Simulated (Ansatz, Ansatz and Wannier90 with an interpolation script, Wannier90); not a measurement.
Planning a run of Ansatz 0.2.0 on BN (Qingsongite). The input:

```yaml
crystal:
  lattice:
    - [0.0, 1.8075, 1.8075]
    - [1.8075, 0.0, 1.8075]
    - [1.8075, 1.8075, 0.0]
  atoms:
    - { symbol: B, position: [0.0, 0.0, 0.0] }
    - { symbol: "N", position: [0.75, 0.75, 0.75] }
kpoints:
  mp_grid: { grid: [10, 10, 10] }
hamiltonian:
  xc: lda
scf:
  occupations: { method: fixed }
gw:
  n_empty_bands: 54
  ecut_chi: 160.0
  qp_bands: [v3, c1]
  screening: { model: godby_needs }
```

```sh
ansatz run input.yaml --threads 12 --pin off --max-ram 22118MiB --backend cpu --events-out ev --progress --plain --runs-dir out
```

Question: Estimate wall time and host memory on 12 threads of Arm Neoverse V2, shared host.

It took 94 s; on shared hardware allow 47 s to 3.1 min. Peak host memory was 0.61 GiB. The sizes that set the cost: 259 plane waves a state, 47 irreducible k points, 58 bands summed, 59 plane waves in the screening and 6 SCF cycles.

The screening grows as filled bands × empty bands × pairs of k points, times the square of the screening basis for the matrix.

[Paths, hosts, dates, memory and timing lines, banners, echoed tables and standing remarks are left out of the program output.]

[Logs are printed without paths, hosts, clocks, repeated set-up lines and the standing remarks that a program may print on its own settings, such as how far it seeks lower states.]

[Runs of the session that timed out or met a known fault of the program may be left out.]

[Hosts, paths, dates, database ids (printed as entryN), source tags and the programs' standing remarks are cut or masked in the printed files.]
